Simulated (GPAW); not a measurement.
# Dielectric function and optical constants of SnO2 (Cassiterite)

Wanted: where SnO2 (Cassiterite) starts to absorb, how strongly, and its refractive index.

Program: GPAW 26.7.0. Level of theory: DFT, PBE, plane-wave PAW (GPAW data sets), scalar-relativistic, RPA, optical limit. Results are calculated unless marked as measured.

**1. The structure**

It takes space group P4_2/mnm (No. 136, tetragonal). Conventional cell: a = 4.738 Å, b = 4.738 Å, c = 3.187 Å, α = 90.00°, β = 90.00°, γ = 90.00°. Sn has 6 O at 2.05 to 2.06 Å nearest. Nearest to O lie 3 Sn at 2.05 to 2.06 Å. Farther neighbours and most contacts between anions are not listed.

Coordinates:

```xyz
6
Lattice="4.7380 0.0000 0.0000 0.0000 4.7380 0.0000 0.0000 0.0000 3.1865" Properties=species:S:1:pos:R:3 pbc="T T T"
Sn    2.3690    2.3690    1.5933
Sn    0.0000    0.0000    0.0000
O     3.8240    0.9140    1.5933
O     3.2830    3.2830    0.0000
O     0.9140    3.8240    1.5933
O     1.4550    1.4550    0.0000
```

**2. Dielectric function, RPA**

Transitions between filled and empty bands, summed over the zone, give the optical response, so mesh, band count and broadening shape it.

The induced potential is part of this response.

Contents of df.py:

```python
from gpaw.response.df import DielectricFunction

df = DielectricFunction('full.gpw', frequencies={'type': 'nonlinear', 'domega0': 0.03, 'omega2': 8},
                        ecut=50,
                        eta=0.15,
                        nbands=60,
                        txt='df.txt')
for direction in ['x', 'z']:
    df.get_dielectric_function(xc='RPA', direction=direction, filename=f'df_{direction}.csv')
```

Run with:

```
$ OMP_NUM_THREADS=1 python df.py
```

Numbers of over 12 decimals in the logs are rounded to 6 here.

Log:

```text
Using integrator: PointIntegrator
NonLinearFrequencyDescriptor(from 0.000 to 54.352 eV, 476 points)
Nonperiodic BCs:  [False False False]
Using integrator: PointIntegrator
NonLinearFrequencyDescriptor(from 0.000 to 54.352 eV, 476 points)
Nonperiodic BCs:  [False False False]

Calculating chi0 body with:
    Ground state adapter containing:
    Number of spins: 1
    Number of kpoints: 324
    Number of irreducible kpoints: 65
    Number of completely occupied states: 26
    Number of partially occupied states: 26

    Linear response parametrization:
    q_c: [0.0, 0.0, 0.0]
    Number of frequency points: 476
    Planewave cutoff: 50.0
    Number of bands: 60
    Number of planewaves: 63
    Broadening (eta): 0.15

Integrating chi0 body.

Symmetries of q_c:
    Direct symmetries (Uq -> q): 8
    Indirect symmetries (TUq -> q): 0
In total 8 allowed symmetries.

65 groups of equivalent kpoints. 79.938272% reduction.

Integral kind: spectral function

Calculating chi0 optical extensions with:
    Ground state adapter containing:
    Number of spins: 1
    Number of kpoints: 324
    Number of irreducible kpoints: 65
    Number of completely occupied states: 26
    Number of partially occupied states: 26

    Linear response parametrization:
    Number of frequency points: 476
    Planewave cutoff: 50.0
    Number of bands: 60
    Number of planewaves: 63
    Broadening (eta): 0.15
Integrating chi0 head and wings.

Symmetries of q_c:
    Direct symmetries (Uq -> q): 8
    Indirect symmetries (TUq -> q): 0
In total 8 allowed symmetries.

65 groups of equivalent kpoints. 79.938272% reduction.

Integral kind: spectral function wings
```

Elapsed: 32 s, on 1 thread of Intel Xeon Platinum 8375C at 2.90GHz (Ice Lake), shared host; peak memory 0.31 GiB.

This step gave:

```
electronic dielectric constant ε∞, mean over x, y and z (by symmetry where fewer were run) : 4.253
```

Some rows of df_x.csv (energy; Re and Im without local fields; Re and Im with them):

```text
0.000000, 4.264341, 0.000000, 4.157897, 0.000000
0.429336, 4.282952, 0.013397, 4.176513, 0.013404
0.878195, 4.347508, 0.031568, 4.241144, 0.031632
1.347938, 4.491465, 0.068849, 4.385569, 0.069177
1.840057, 4.852630, 0.300824, 4.749117, 0.303302
2.356191, 4.660905, 0.377930, 4.553090, 0.381439
2.898142, 4.358201, 0.977821, 4.245478, 0.997580
3.467895, 4.285915, 1.157729, 4.153837, 1.194831
4.067647, 4.658081, 1.081403, 4.520875, 1.077737
4.699832, 4.183590, 1.414406, 3.994792, 1.462192
5.367152, 4.902216, 1.750133, 4.721223, 1.768561
6.072622, 4.857146, 2.836169, 4.621592, 2.842949
6.819608, 4.292225, 4.174605, 4.108868, 3.853904
7.611886, 2.476917, 2.700919, 2.310132, 2.752149
8.453705, 3.463889, 2.398906, 3.198761, 2.275382
9.349861, 3.401200, 3.893946, 3.117612, 3.696009
10.305790, 1.315985, 3.665105, 1.342632, 3.514279
11.327680, 1.590117, 2.580438, 1.346680, 2.428874
12.422601, 1.809952, 2.433299, 1.511959, 2.162760
13.598673, 1.720825, 3.362713, 1.692415, 2.752445
```

The Im ε has structure finer than the step of the table below, so its rows give means over 0.25 eV, whole bins alone (the curve runs from 0 to 14.0 eV). Peaks (eV: height): E ∥ x 2.780: 1.34, 3.302: 1.59, 6.930: 4.07, 9.416: 3.88; E ∥ z 8.704: 8.14.

Sum at mesh points, not converged in k; values under the direct gap are tails of Lorentzian lines. Table of Im ε by photon energy; means over each step:

| photon energy (eV) | E ∥ x | E ∥ z |
| --- | --- | --- |
| 0.25 | 0.00763 | 0.00507 |
| 0.50 | 0.0159 | 0.0103 |
| 0.75 | 0.0257 | 0.0158 |
| 1.00 | 0.0387 | 0.0219 |
| 1.25 | 0.0586 | 0.0289 |
| 1.50 | 0.0975 | 0.0371 |
| 1.75 | 0.218 | 0.0473 |
| 2.00 | 0.647 | 0.0609 |
| 2.25 | 0.484 | 0.0807 |
| 2.50 | 0.545 | 0.115 |
| 2.75 | 1.19 | 0.190 |
| 3.00 | 0.896 | 0.427 |
| 3.25 | 1.40 | 0.939 |
| 3.50 | 1.23 | 1.12 |
| 3.75 | 1.09 | 0.862 |
| 4.00 | 1.03 | 1.41 |
| 4.25 | 1.44 | 1.91 |
| 4.50 | 1.55 | 1.36 |
| 4.75 | 1.41 | 1.83 |
| 5.00 | 1.23 | 1.98 |
| 5.25 | 1.47 | 1.82 |
| 5.50 | 1.78 | 2.40 |
| 5.75 | 1.86 | 2.59 |
| 6.00 | 2.64 | 2.80 |
| 6.25 | 2.82 | 3.25 |
| 6.50 | 2.93 | 2.75 |
| 6.75 | 3.59 | 2.95 |
| 7.00 | 3.93 | 3.63 |
| 7.25 | 3.46 | 3.88 |
| 7.50 | 2.99 | 4.37 |
| 7.75 | 2.54 | 5.33 |
| 8.00 | 2.46 | 5.19 |
| 8.25 | 2.31 | 5.55 |
| 8.50 | 2.39 | 7.17 |
| 8.75 | 2.99 | 8.03 |
| 9.00 | 3.16 | 6.96 |
| 9.25 | 3.31 | 4.72 |
| 9.50 | 3.80 | 4.01 |
| 9.75 | 3.79 | 4.42 |
| 10.00 | 3.81 | 4.58 |
| 10.25 | 3.54 | 4.08 |
| 10.50 | 3.22 | 3.73 |
| 10.75 | 2.80 | 2.97 |
| 11.00 | 2.64 | 2.59 |
| 11.25 | 2.42 | 2.33 |
| 11.50 | 2.53 | 2.37 |
| 11.75 | 2.49 | 2.31 |
| 12.00 | 2.20 | 1.96 |
| 12.25 | 2.02 | 1.63 |
| 12.50 | 2.15 | 1.72 |
| 12.75 | 2.24 | 2.02 |
| 13.00 | 2.30 | 2.09 |
| 13.25 | 2.47 | 2.39 |
| 13.50 | 2.71 | 2.81 |
| 13.75 | 2.92 | 2.94 |

The reflectivity at normal incidence has structure finer than the step of the table below, so its rows give means over 0.25 eV, whole bins alone (the curve runs from 0 to 14.0 eV). Peaks (eV: height): E ∥ x 1.949: 14.2, 2.663: 15.2, 3.220: 14.9, 4.245: 14.5, 6.930: 20.4, 8.895: 17.3, 10.026: 20.4; E ∥ z 4.068: 19.0, 9.023: 37.8, 10.591: 30.8.

Sum at mesh points, not converged in k. Reflectivity at normal incidence against photon energy; means over each step:

| photon energy (eV) | E ∥ x (%) | E ∥ z (%) |
| --- | --- | --- |
| 0.25 | 11.7 | 12.7 |
| 0.50 | 11.8 | 12.8 |
| 0.75 | 11.9 | 12.8 |
| 1.00 | 12.1 | 13.0 |
| 1.25 | 12.4 | 13.1 |
| 1.50 | 12.8 | 13.3 |
| 1.75 | 13.5 | 13.5 |
| 2.00 | 13.8 | 13.8 |
| 2.25 | 12.7 | 14.2 |
| 2.50 | 14.2 | 14.7 |
| 2.75 | 14.3 | 15.4 |
| 3.00 | 13.4 | 16.4 |
| 3.25 | 14.3 | 16.8 |
| 3.50 | 12.8 | 16.2 |
| 3.75 | 12.5 | 16.0 |
| 4.00 | 13.3 | 18.3 |
| 4.25 | 14.3 | 16.7 |
| 4.50 | 13.8 | 16.2 |
| 4.75 | 12.9 | 17.7 |
| 5.00 | 13.3 | 17.1 |
| 5.25 | 14.9 | 17.6 |
| 5.50 | 15.1 | 18.8 |
| 5.75 | 16.0 | 18.6 |
| 6.00 | 17.8 | 19.5 |
| 6.25 | 17.4 | 19.4 |
| 6.50 | 17.5 | 18.1 |
| 6.75 | 19.5 | 19.8 |
| 7.00 | 19.8 | 21.3 |
| 7.25 | 17.7 | 21.7 |
| 7.50 | 15.6 | 23.1 |
| 7.75 | 13.5 | 25.3 |
| 8.00 | 13.2 | 24.4 |
| 8.25 | 12.8 | 25.7 |
| 8.50 | 13.7 | 30.2 |
| 8.75 | 16.3 | 34.4 |
| 9.00 | 16.5 | 37.1 |
| 9.25 | 17.3 | 32.7 |
| 9.50 | 19.3 | 25.3 |
| 9.75 | 19.4 | 25.5 |
| 10.00 | 20.3 | 28.8 |
| 10.25 | 19.8 | 29.0 |
| 10.50 | 19.2 | 30.0 |
| 10.75 | 16.7 | 28.7 |
| 11.00 | 15.8 | 24.4 |
| 11.25 | 13.9 | 20.8 |
| 11.50 | 14.3 | 19.0 |
| 11.75 | 14.6 | 19.5 |
| 12.00 | 13.0 | 17.9 |
| 12.25 | 11.0 | 12.3 |
| 12.50 | 11.5 | 9.98 |
| 12.75 | 11.9 | 11.5 |
| 13.00 | 12.2 | 11.8 |
| 13.25 | 13.1 | 13.2 |
| 13.50 | 14.5 | 16.2 |
| 13.75 | 15.7 | 18.5 |

The loss function −Im 1/ε at q → 0 has structure finer than the step of the table below, so its rows give means over 0.5 eV, whole bins alone (the curve runs from 0 to 14.0 eV). Peaks (eV: height): E ∥ x 7.61: 0.213, 12.10: 0.373; E ∥ z 12.18: 0.578.

Sum at mesh points, not converged in k; values under the direct gap are tails of Lorentzian lines. Table of loss function −Im 1/ε at q → 0 by energy loss; means over each step:

| energy loss (eV) | E ∥ x | E ∥ z |
| --- | --- | --- |
| 0.5 | 9.2e-4 | 5.2e-4 |
| 1.0 | 0.00216 | 0.00108 |
| 1.5 | 0.00522 | 0.00175 |
| 2.0 | 0.0252 | 0.00270 |
| 2.5 | 0.0277 | 0.00468 |
| 3.0 | 0.0496 | 0.0150 |
| 3.5 | 0.0673 | 0.0360 |
| 4.0 | 0.0534 | 0.0419 |
| 4.5 | 0.0757 | 0.0516 |
| 5.0 | 0.0630 | 0.0609 |
| 5.5 | 0.0705 | 0.0647 |
| 6.0 | 0.0856 | 0.0777 |
| 6.5 | 0.107 | 0.0874 |
| 7.0 | 0.150 | 0.0844 |
| 7.5 | 0.201 | 0.0908 |
| 8.0 | 0.186 | 0.111 |
| 8.5 | 0.151 | 0.104 |
| 9.0 | 0.164 | 0.150 |
| 9.5 | 0.178 | 0.236 |
| 10.0 | 0.219 | 0.222 |
| 10.5 | 0.282 | 0.271 |
| 11.0 | 0.324 | 0.385 |
| 11.5 | 0.317 | 0.422 |
| 12.0 | 0.356 | 0.506 |
| 12.5 | 0.309 | 0.442 |
| 13.0 | 0.284 | 0.349 |
| 13.5 | 0.261 | 0.300 |

The Im ε, E ∥ x has structure finer than the step of the table below, so its rows give means over 0.5 eV, whole bins alone (the curve runs from 0 to 14.0 eV). Peaks (eV: height): without local fields 2.78: 1.32, 3.30: 1.54, 6.93: 4.35, 9.89: 4.16; with local fields 2.78: 1.34, 3.30: 1.59, 6.93: 4.07, 9.42: 3.88.

Sum at mesh points, not converged in k; values under the direct gap are tails of Lorentzian lines. Im ε, E ∥ x against photon energy; means over each step:

| photon energy (eV) | without local fields | with local fields |
| --- | --- | --- |
| 0.5 | 0.0161 | 0.0161 |
| 1.0 | 0.0394 | 0.0395 |
| 1.5 | 0.105 | 0.106 |
| 2.0 | 0.528 | 0.533 |
| 2.5 | 0.651 | 0.656 |
| 3.0 | 1.06 | 1.08 |
| 3.5 | 1.25 | 1.29 |
| 4.0 | 1.09 | 1.10 |
| 4.5 | 1.50 | 1.54 |
| 5.0 | 1.27 | 1.28 |
| 5.5 | 1.71 | 1.73 |
| 6.0 | 2.52 | 2.51 |
| 6.5 | 3.17 | 3.02 |
| 7.0 | 4.05 | 3.82 |
| 7.5 | 2.96 | 2.97 |
| 8.0 | 2.51 | 2.45 |
| 8.5 | 2.60 | 2.46 |
| 9.0 | 3.27 | 3.15 |
| 9.5 | 3.97 | 3.72 |
| 10.0 | 4.02 | 3.76 |
| 10.5 | 3.28 | 3.20 |
| 11.0 | 2.67 | 2.61 |
| 11.5 | 2.68 | 2.50 |
| 12.0 | 2.37 | 2.21 |
| 12.5 | 2.43 | 2.14 |
| 13.0 | 2.80 | 2.31 |
| 13.5 | 3.33 | 2.70 |

Optical constants at common wavelengths, from n + ik = √ε:

| wavelength (nm) | n x | k x | R (%) x | 1/α x | n z | k z | R (%) z | 1/α z |
| --- | --- | --- | --- | --- | --- | --- | --- | --- |
| 1064 | 2.08 | 0.012 | 12.3 | 7.0 µm | 2.13 | 0.006 | 13.0 | 14 µm |
| 633 | 2.20 | 0.132 | 14.1 | 380 nm | 2.18 | 0.013 | 13.8 | 3.8 µm |
| 532 | 2.12 | 0.091 | 13.0 | 466 nm | 2.22 | 0.020 | 14.3 | 2.1 µm |
| 405 | 2.16 | 0.196 | 13.8 | 165 nm | 2.38 | 0.111 | 16.7 | 291 nm |
| 308 | 2.12 | 0.240 | 13.5 | 102 nm | 2.49 | 0.302 | 18.8 | 81 nm |
| 248 | 2.09 | 0.290 | 13.3 | 68 nm | 2.31 | 0.431 | 17.1 | 46 nm |
| 193 | 2.17 | 0.668 | 17.3 | 23 nm | 2.26 | 0.629 | 18.0 | 24 nm |

Below the direct gap, k and the depth come from the tails of the Lorentzian lines, not from transitions.

Rows near the edge hang on the gap, which this functional as a rule makes too small, and phonon-assisted absorption is left out.

**3. Outcome**

```yaml
electronic_dielectric_constant_eps_infinity_mean_over_x_y_and_z_by_symmetry_where_fewer_were_run_rpa: 4.25
```

At this level (PBE, RPA) SnO2 has a mean ε∞ = 4.25 and n = 2.06 at 1550 nm (E ∥ x). Local fields change the static value along x from 4.26 to 4.16 (-2 %). The static values by axis are 4.16 (x), 4.44 (z). Excitons and phonon-assisted transitions are missing; PBE gaps are as a rule too small, which pulls the onset down and ε∞ up. Spin-orbit coupling is left out although heavy atoms are present. In this version of GPAW the matrix elements of the optical limit are incomplete, which can lower ε − 1 by up to a tenth where first-row anions or d states rule, and shift it by more in d metals. The sum runs over mesh points 0.22 Å⁻¹ apart with no interpolation, so peaks are partly noise of the mesh and static values carry its error.

[Machine, clock and banner lines and Python warnings are left out of the logs.]

[Logs are printed without paths, hosts, clocks, repeated set-up lines and the standing remarks that a program may print on its own settings, such as how far it seeks lower states.]

[Hosts, paths, dates, database ids (printed as entryN), source tags and the programs' standing remarks are cut or masked in the printed files.]
